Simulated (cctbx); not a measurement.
**Reading a Patterson map**

Space group Pmm2 (no. 25), a = 3.9740 Å, b = 4.0270 Å, c = 16.8690 Å, α = 90.00°, β = 90.00°, γ = 90.00°, content Ho4 Pd1 Ge6 Si2.

The data are simulated with cctbx, not measured: Mo Kα, λ = 0.71073 Å, to d = 0.65 Å, 80 % of the full sphere, strongest reflection 5000 counts, noise from counting, a 2 % proportional error and a noise floor of 4 counts (s.d.); no absorption, some extinction.

Patterson synthesis from sharpened amplitudes, origin scaled to 1000:

```text
Patterson group P m m m
      u       v       w   height  length (A)
  0.000   0.000   0.000   1000.0     0.00
  0.000   0.500   0.500    599.6     8.67
  0.500   0.000   0.208    379.5     4.03
  0.500   0.500   0.289    333.8     5.64
  0.000   0.500   0.154    288.9     3.28
  0.000   0.000   0.338    286.5     5.70
  0.500   0.500   0.058    230.3     3.00
  0.500   0.000   0.432    213.0     7.55
  0.500   0.500   0.341    115.2     6.41
  0.500   0.000   0.127    115.1     2.92
  0.000   0.000   0.220    104.6     3.71
  0.000   0.500   0.295     94.5     5.36
  0.500   0.500   0.383     91.7     7.06
  0.500   0.000   0.157     76.4     3.32
```

Q: Assign the vectors.

A peak at u stands for all pairs with xi − xj = u, with weight Σ ZiZj against Σ Z² = 26608 at the origin. Peak heights follow these weights only roughly, since form factors, motion and series ripples differ, all vectors within 0.55 Å of a peak are counted as merged into it though the farther ones add only part of their weight, and F(000) is left out, which lowers the whole map:

| u | v | w | shortest length (Å) | height | 1000 ΣZiZj/ΣZ² | pairs in the cell |
| --- | --- | --- | --- | --- | --- | --- |
| 0.000 | 0.500 | 0.500 | 8.67 | 600 | 896 | 4 × Ho–Ho, 4 × Ge–Ge, 4 × Ge–Si |
| 0.500 | 0.000 | 0.208 | 4.03 | 380 | 410 | 2 × Ho–Ho, 1 × Ge–Ge, 2 × Ge–Si |
| 0.500 | 0.500 | 0.289 | 5.64 | 334 | 465 | 2 × Ho–Ho, 1 × Pd–Ge, 1 × Ge–Ge, 2 × Ge–Si |
| 0.000 | 0.500 | 0.154 | 3.29 | 289 | 592 | 6 × Ho–Ge, 2 × Ho–Si, 1 × Ge–Ge |
| 0.000 | 0.000 | 0.338 | 5.70 | 286 | 431 | 4 × Ho–Ge, 2 × Ho–Si, 1 × Ge–Ge |
| 0.500 | 0.500 | 0.058 | 2.99 | 230 | 438 | 4 × Ho–Ge, 1 × Ho–Pd |
| 0.500 | 0.000 | 0.432 | 7.55 | 213 | 438 | 4 × Ho–Ge, 1 × Ho–Pd |
| 0.500 | 0.500 | 0.341 | 6.41 | 115 | 190 | 1 × Ho–Ge, 2 × Ho–Si, 1 × Ge–Ge |
| 0.500 | 0.000 | 0.127 | 2.92 | 115 | 190 | 1 × Ho–Ge, 2 × Ho–Si, 1 × Ge–Ge |
| 0.000 | 0.000 | 0.220 | 3.71 | 105 | 116 | 1 × Ho–Pd |

The table stops at ten peaks or at a height of 45, below which ripples compete. In the model behind the data Ho, the heaviest element, has 4 independent sites: (1/2, 0, 0.8917), (1/2, 1/2, 0.3997), (0, 1/2, 0.6112) and (0, 0, 0.0988), up to an allowed shift of origin; the Ho–Ho vectors are differences of these positions and their symmetry mates. The whole model:

```csv
atom,mult.,x,y,z,Ueq (Å²)
Ho1,1,1/2,0,0.8917,0.0092
Ho2,1,1/2,1/2,0.3997,0.0073
Ho3,1,0,1/2,0.6112,0.0086
Ho4,1,0,0,0.0988,0.0073
Pd1,1,0,0,0.3188,0.0076
Ge1,1,1/2,0,0.2274,0.0114
Ge2,1,0,1/2,0.2293,0.0108
Ge3,1,1/2,0,0.5629,0.0128
Ge4,1,1/2,1/2,0.0485,0.0134
Ge5,1,0,1/2,0.9465,0.0138
Ge6,1,0,0,0.4701,0.0151
Si1,1,1/2,1/2,0.7547,0.0137
Si2,1,0,0,0.7516,0.0167
```

The model was made for the exercise: a known structure type with other elements put in, its volume estimated, not relaxed; displacement parameters are assumed.

[Logs are printed without paths, hosts, clocks, repeated set-up lines and the standing remarks that a program may print on its own settings, such as how far it seeks lower states.]
